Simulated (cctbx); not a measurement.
**Interatomic vectors of TiNi2SnRu**

Space group P4/nmm (no. 129, origin choice 1), a = 3.9770 Å, b = 3.9770 Å, c = 9.1210 Å, α = 90.00°, β = 90.00°, γ = 90.00°, content Sn2 Ru2 Ni4 Ti2.

The data are simulated with cctbx, not measured: Mo Kα, λ = 0.71073 Å, to d = 0.7 Å, 50 % of the full sphere, strongest reflection 40000 counts, noise from counting, a 1.5 % proportional error and a noise floor of 15 counts (s.d.); no absorption, some extinction.

Patterson synthesis, origin scaled to 1000:

```text
Patterson group P 4/m m m
      u       v       w   height  length (A)
  0.000   0.000   0.000   1000.0     0.00
  0.500   0.500   0.500    843.8     5.36
  0.000   0.500   0.370    436.3     3.92
  0.500   0.500   0.000    381.8     2.81
  0.000   0.500   0.132    375.2     2.33
  0.000   0.000   0.500    337.7     4.56
  0.500   0.500   0.257    215.9     3.66
  0.500   0.500   0.115    188.7     3.00
  0.000   0.000   0.239    180.4     2.18
  0.000   0.000   0.377    167.0     3.44
  0.000   0.500   0.254    159.3     3.05
```

Q: Assign the vectors.

A peak at u stands for all pairs with xi − xj = u, with weight Σ ZiZj against Σ Z² = 12976 at the origin. Peak heights follow these weights only roughly, since form factors, motion and series ripples differ, all vectors within 0.55 Å of a peak are counted as merged into it though the farther ones add only part of their weight, and F(000) is left out, which lowers the whole map:

| u | v | w | shortest length (Å) | height | 1000 ΣZiZj/ΣZ² | pairs in the cell |
| --- | --- | --- | --- | --- | --- | --- |
| 0.500 | 0.500 | 0.500 | 5.36 | 844 | 886 | 4 × Sn–Ni, 4 × Ru–Ni, 2 × Ti–Ti |
| 0.000 | 0.500 | 0.370 | 3.92 | 436 | 460 | 2 × Sn–Ru, 2 × Ni–Ni |
| 0.500 | 0.500 | 0.000 | 2.81 | 382 | 419 | 2 × Ru–Ru, 2 × Ni–Ni |
| 0.000 | 0.500 | 0.132 | 2.32 | 375 | 406 | 2 × Sn–Ni, 2 × Ru–Ni |
| 0.000 | 0.000 | 0.500 | 4.56 | 338 | 380 | 4 × Ru–Ni |
| 0.500 | 0.500 | 0.257 | 3.66 | 216 | 253 | 1 × Sn–Sn, 1 × Ni–Ni |
| 0.500 | 0.500 | 0.115 | 3.00 | 189 | 264 | 2 × Sn–Ti, 2 × Ni–Ti |
| 0.000 | 0.000 | 0.239 | 2.18 | 180 | 216 | 2 × Sn–Ni |
| 0.000 | 0.000 | 0.377 | 3.44 | 167 | 264 | 2 × Sn–Ti, 2 × Ni–Ti |
| 0.000 | 0.500 | 0.254 | 3.05 | 159 | 244 | 2 × Ru–Ti, 2 × Ni–Ti |

The table stops at ten peaks or at a height of 45, below which ripples compete. In the model behind the data Sn, the heaviest element, has 1 independent site: (1/2, 0, 0.1265), up to an allowed shift of origin; the Sn–Sn vectors are differences of these positions and their symmetry mates. Elements of similar Z can't be told apart from the map alone. The whole model:

```csv
atom,mult.,x,y,z,Ueq (Å²)
Sn1,2,1/2,0,0.1265,0.0246
Ru1,2,1/2,1/2,1/2,0.0245
Ni1,2,1/2,0,0.3633,0.0224
Ni2,2,1/2,1/2,0,0.0268
Ti1,2,1/2,0,0.7622,0.0308
```

The model was made for the exercise: a known structure type with other elements put in, its volume estimated, not relaxed; displacement parameters are assumed.

[Logs are printed without paths, hosts, clocks, repeated set-up lines and the standing remarks that a program may print on its own settings, such as how far it seeks lower states.]
